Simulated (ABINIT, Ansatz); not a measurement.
An input for ABINIT 10.8.3 (Cl (Cmce)):

```
acell 3*1.0 Angstrom
rprim 
  3.145000000000 -2.250000000000 0.000000000000
  3.145000000000 2.250000000000 0.000000000000
  0.000000000000 0.000000000000 8.210000000000
ntypat 1
znucl 17
natom 4
typat 1 1 1 1
xred 
  0.870000000000 0.130000000000 0.100000000000
  0.630000000000 0.370000000000 0.600000000000
  0.130000000000 0.870000000000 0.900000000000
  0.370000000000 0.630000000000 0.400000000000
pp_dirpath "pseudos"
pseudos "Cl.upf"
ecut 25
ngkpt 4 4 2
nshiftk 1
shiftk 0 0 0
kptopt 1
chksymbreak 0
istwfk *1
occopt 1
irdwfk 1
optdriver 4
nband 318
gwcalctyp 0
ecutsigx 25
symsigma 1
nkptgw 2
kptgw 
  0.5000000000 0.5000000000 0.0000000000
  0.0000000000 0.0000000000 0.0000000000
bdgw 
  13 16
  13 16
ecuteps 6.5
irdscr 1
ppmodel 1
indata_prefix "in"
outdata_prefix "out"
tmpdata_prefix "tmp"
```

```sh
OMP_NUM_THREADS=1 mpirun -n 4 abinit run.abi > log
```

**Question.** How long will it take on 4 MPI ranks of Arm Neoverse V1, shared host, and how much memory?

It took 2.7 min; on shared hardware allow 81 s to 5.4 min. Peak host memory was 5.5 GiB.

[Paths, hosts, dates, memory and timing lines, banners, echoed tables and standing remarks are left out of the program output.]

[Logs are printed without paths, hosts, clocks, repeated set-up lines and the standing remarks that a program may print on its own settings, such as how far it seeks lower states.]

[Runs of the session that timed out or met a known fault of the program may be left out.]

[Hosts, paths, dates, database ids (printed as entryN), source tags and the programs' standing remarks are cut or masked in the printed files.]

[G0W0 gaps are taken among the corrected bands and points alone; a level outside them can change the order at an edge.]

[Where Ansatz stands beside ABINIT at settings called matched, ABINIT's density can come from a denser mesh and the files from another edition; pairs whose starting gaps differed by over 0.03 eV were left out, so agreement reads better than it is.]
